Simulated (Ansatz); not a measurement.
# The perfect W wire along [100], 13 atoms a period, part 2 of 2

What gap, if any, does the W wire along [100], 13 atoms a period have, and how many channels would it open?

Ansatz 0.2.0; DFT PBE, plane waves, PAW; relaxation of a wire's period; PAW set soft_1 (the session's first sound run).

So far: Starting point; Relaxing the period.

### 2. Relaxing the period (continued)

The steps of the relaxation:

```csv
step,energy less that of the first step (eV),largest force component (eV/Å),pressure (GPa),volume (Å³)
1,0.0000,2.7062,-9.62,547.33
2,-3.0060,0.7525,-1.93,531.71
3,-3.7968,0.4018,1.48,533.65
4,-3.8858,0.0627,0.13,543.26
5,-3.8968,0.1031,-0.09,547.56
6,-3.9025,0.0255,-0.02,553.46
7,-3.9037,0.0102,0.02,551.98
8*,-3.9047,0.0102,0.03,551.98
```

Relaxation steps marked * repeat the geometry before them on a plane-wave basis chosen anew for their cell, so energy and pressure can jump there.

Forces are held to the 16 operations that the run works with; a distortion that breaks them can't arise in this run.

```csv
cell as run,before,after,change
c (Å),3.170,3.197,+0.8 %
```

The atoms that moved most (Å, along periodic axes as changes of fractional coordinates times the final cell, across vacuum about the mean position):

```csv
atom,dx,dy,dz,length
W1,0.315,0.315,0.000,0.446
W3,0.315,-0.315,0.000,0.446
W7,-0.315,0.315,0.000,0.446
W9,-0.315,-0.315,0.000,0.446
W10,0.051,0.051,0.000,0.072
W11,0.051,-0.051,0.000,0.072
W12,-0.051,0.051,0.000,0.072
W13,-0.051,-0.051,0.000,0.072
```

This step gave:

- energy at zero smearing: -134992.4147 eV
- cell length along the wire: 3.197 Å

The cell's length comes to 3.197 Å with spin left out.

### 3. Bands of the perfect wire

This step: DFT PBE, plane waves, PAW; bands of a perfect wire; PAW set soft_1 (Ansatz 0.2.0).

At the relaxed period the bands are computed along the axis; those that cross an energy going forward count the channels that a perfect wire would open there.

Contents of input.yaml:

```yaml
crystal:
  lattice:
    - [13.14, 0.0, 0.0]
    - [0.0, 13.14, 0.0]
    - [0.0, 0.0, 3.1969229231]
  atoms:
    - { symbol: W, position: [0.282736552, 0.282736552, 0.0] }
    - { symbol: W, position: [0.263062821, 0.5, 0.0] }
    - { symbol: W, position: [0.282736552, 0.717263448, 0.0] }
    - { symbol: W, position: [0.5, 0.263062821, 0.0] }
    - { symbol: W, position: [0.5, 0.5, 0.0] }
    - { symbol: W, position: [0.5, 0.736937179, 0.0] }
    - { symbol: W, position: [0.717263448, 0.282736552, 0.0] }
    - { symbol: W, position: [0.736937179, 0.5, 0.0] }
    - { symbol: W, position: [0.717263448, 0.717263448, 0.0] }
    - { symbol: W, position: [0.38325737, 0.38325737, 0.5] }
    - { symbol: W, position: [0.38325737, 0.61674263, 0.5] }
    - { symbol: W, position: [0.61674263, 0.38325737, 0.5] }
    - { symbol: W, position: [0.61674263, 0.61674263, 0.5] }
kpoints:
  mp_grid: { grid: [1, 1, 26] }
  band_path: { path: ["Γ", Z], npoints: 90 }
scf:
  occupations: { method: fermi_dirac, width: 0.05 }
hamiltonian:
  xc: pbe
  pseudopotentials: { kind: paw, azcp: { folder: soft_1 } }
output:
  dos: { e_range: [-5, 4] }
  write_potential: true
  write_density: true
  volumetric_format: npy
```

The run is started by

```sh
$ ansatz run input.yaml --threads 4 --pin off --max-ram 16384MiB --backend cpu --events-out ev --progress --plain --runs-dir out
```

Numbers of over 12 decimals in the logs are rounded to 6 here.

The program printed:

```text
[...]
Crystal: 13 atoms, lattice volume = 551.979 Å³
Basis set: ecut = 420 eV, 10835 PW (Γ)
Bands: 110, of which v1, the nominal top of the filled ones, is band 91 counted from 1 (90 counted from 0)
Symmetry: 16 space group operations
[...]
k-points: 14 of 26
[...]
SCF iter   1: F=—  HF=-135006.855223 eV  |F-HF|=—  |Δ(HF+E_count)|=         —  Δρ=5.64e-2  dr2=1.25e2  ethr=3.10e-3  ⟨swp⟩=9.1  Hψ=7206  notcnv=0  defer=1
[...]
SCF iter  11: F=-134992.481805 eV  HF=-134992.481805 eV  |F-HF|=8.73e-11  |Δ(HF+E_count)|=   1.65e-7  Δρ=1.93e-6  dr2=2.93e-8  ethr=5.49e-11  ⟨swp⟩=14.9  Hψ=5628  notcnv=0
SCF 1 converged in 11 iterations: F = -134992.481805 eV  dr2 = 2.93e-8
[...]
NSCF: frozen V_eff on 91 k-points
WARN: The output density's exchange-correlation potential varies sharply where the density is thin. Do not read a vacuum level from v_tot or v_xc, or from such a field of the output density. On a cell that repeats whose density bears no net charge and no dipole along the vacuum's axis use v_es (v_loc + v_h of the components); under efield.dipole_correction with no amplitude use v_es + v_field, which holds any externa [...]
SCF converged after 11 iterations
Free energy (F): -134992.481805 eV
[...]
Internal energy: -134992.347509 eV  (E = F + TS)
E sigma→0 (E₀):  -134992.414657 eV
Entropy (-TS):   -0.134296 eV (-10.330 meV/atom)
Fermi energy:    6.016552 eV
[...]
--- Band table (eV; the first three rows and the last of 14) ---
  k-point 0: bands = [... 87 lower, 5.8492, 5.8513, 5.8513, 5.8663, 5.9285, 5.9285, 6.1480, 6.1480, ... 15 higher]
  k-point 1: bands = [... 87 lower, 5.6526, 5.6526, 5.8389, 5.8980, 5.9802, 5.9802, 6.1332, 6.3094, ... 15 higher]
  k-point 2: bands = [... 87 lower, 5.4085, 5.6047, 5.8051, 6.0027, 6.0382, 6.0393, 6.0393, 6.3668, ... 15 higher]
  k-point 13: bands = [... 87 lower, 5.7608, 5.9292, 5.9292, 6.6265, 6.6331, 6.6495, 6.8282, 7.3015, ... 15 higher]
```

The job ended after 95 s (4 threads of Arm Neoverse V1, shared host; peak memory 3 GiB; 6.2 min of CPU time).

The column dr2 measures how far the density is from self-consistency, as an energy; F and HF (Harris–Foulkes) agree once it is small.

This step gave:

```
band gap : 0 eV
```

The electronic bands at the labelled points (eV, zero at the Fermi level; # counts the bands kept):

```csv
point,#36,#37,#38,#39,#40,#41,#42,#43
Γ,-0.17,-0.17,-0.17,-0.15,-0.09,-0.09,0.13,0.13
halfway,-0.73,-0.33,-0.25,-0.25,-0.21,-0.11,0.41,0.53
Z,-0.26,-0.09,-0.09,0.61,0.62,0.63,0.81,1.28
```

Between Γ and Z the bands cross the Fermi level 15 times, so a perfect wire would conduct at least 15 G₀, with spin left out.

### 4. Outcome

```
cell length, PBE                                            : 3.197 Å
ballistic conductance by band crossings, a lower bound, PBE : 15 G₀
```

What this shows: Under PBE the cell's length is 3.20 Å, and the bands cross the Fermi level 15 times between Γ and Z, which gives a perfect wire at least 15 G₀ (opposite crossings within one step of the path cancel in such a count). No spin was allowed, though thin wires with open d shells can turn magnetic. Spin-orbit coupling is left out, which matters for the bands of heavy atoms.

[Logs are printed without paths, hosts, clocks, repeated set-up lines and the standing remarks that a program may print on its own settings, such as how far it seeks lower states.]

[Hosts, paths, dates, database ids (printed as entryN), source tags and the programs' standing remarks are cut or masked in the printed files.]
